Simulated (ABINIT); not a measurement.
An input for ABINIT 10.8.3 (Te (P3_121)):

```
acell 3*1.0 Angstrom
rprim 
  4.457199999972 0.000000000006 0.000000000000
  -2.228599999992 3.860048429721 0.000000000000
  0.000000000000 0.000000000000 5.929000000000
ntypat 1
znucl 52
natom 3
typat 1 1 1
xred 
  0.263300000000 0.000000000000 0.333333333333
  0.000000000000 0.263300000000 0.666666666667
  0.736700000000 0.736700000000 -0.000000000000
pp_dirpath "pseudos"
pseudos "Te.upf"
ecut 39
ngkpt 3 3 2
nshiftk 1
shiftk 0 0 0
kptopt 1
chksymbreak 0
istwfk *1
occopt 1
irdwfk 1
optdriver 4
nband 143
gwcalctyp 0
ecutsigx 39
symsigma 1
nkptgw 2
kptgw 
  0.3333333333 0.3333333333 0.5000000000
  0.0000000000 0.0000000000 0.0000000000
bdgw 
  35 39
  34 38
ecuteps 4.5
irdscr 1
ppmodel 1
ppmfrq 50 eV
indata_prefix "in"
outdata_prefix "out"
tmpdata_prefix "tmp"
```

```sh
OMP_NUM_THREADS=1 mpirun -n 4 abinit run.abi > log
```

**Question.** Estimate wall time and host memory on 4 MPI ranks of Intel Xeon Platinum 8375C at 2.90GHz (Ice Lake), shared host.

It took 20 s; on shared hardware allow 9.8 s to 39 s. Peak host memory was 1.2 GiB.

[Paths, hosts, dates, memory and timing lines, banners, echoed tables and standing remarks are left out of the program output.]

[Logs are printed without paths, hosts, clocks, repeated set-up lines and the standing remarks that a program may print on its own settings, such as how far it seeks lower states.]

[Runs of the session that timed out or met a known fault of the program may be left out.]

[Hosts, paths, dates, database ids (printed as entryN), source tags and the programs' standing remarks are cut or masked in the printed files.]

[G0W0 gaps are taken among the corrected bands and points alone; a level outside them can change the order at an edge.]

[Where Ansatz stands beside ABINIT at settings called matched, ABINIT's density can come from a denser mesh and the files from another edition; pairs whose starting gaps differed by over 0.03 eV were left out, so agreement reads better than it is.]
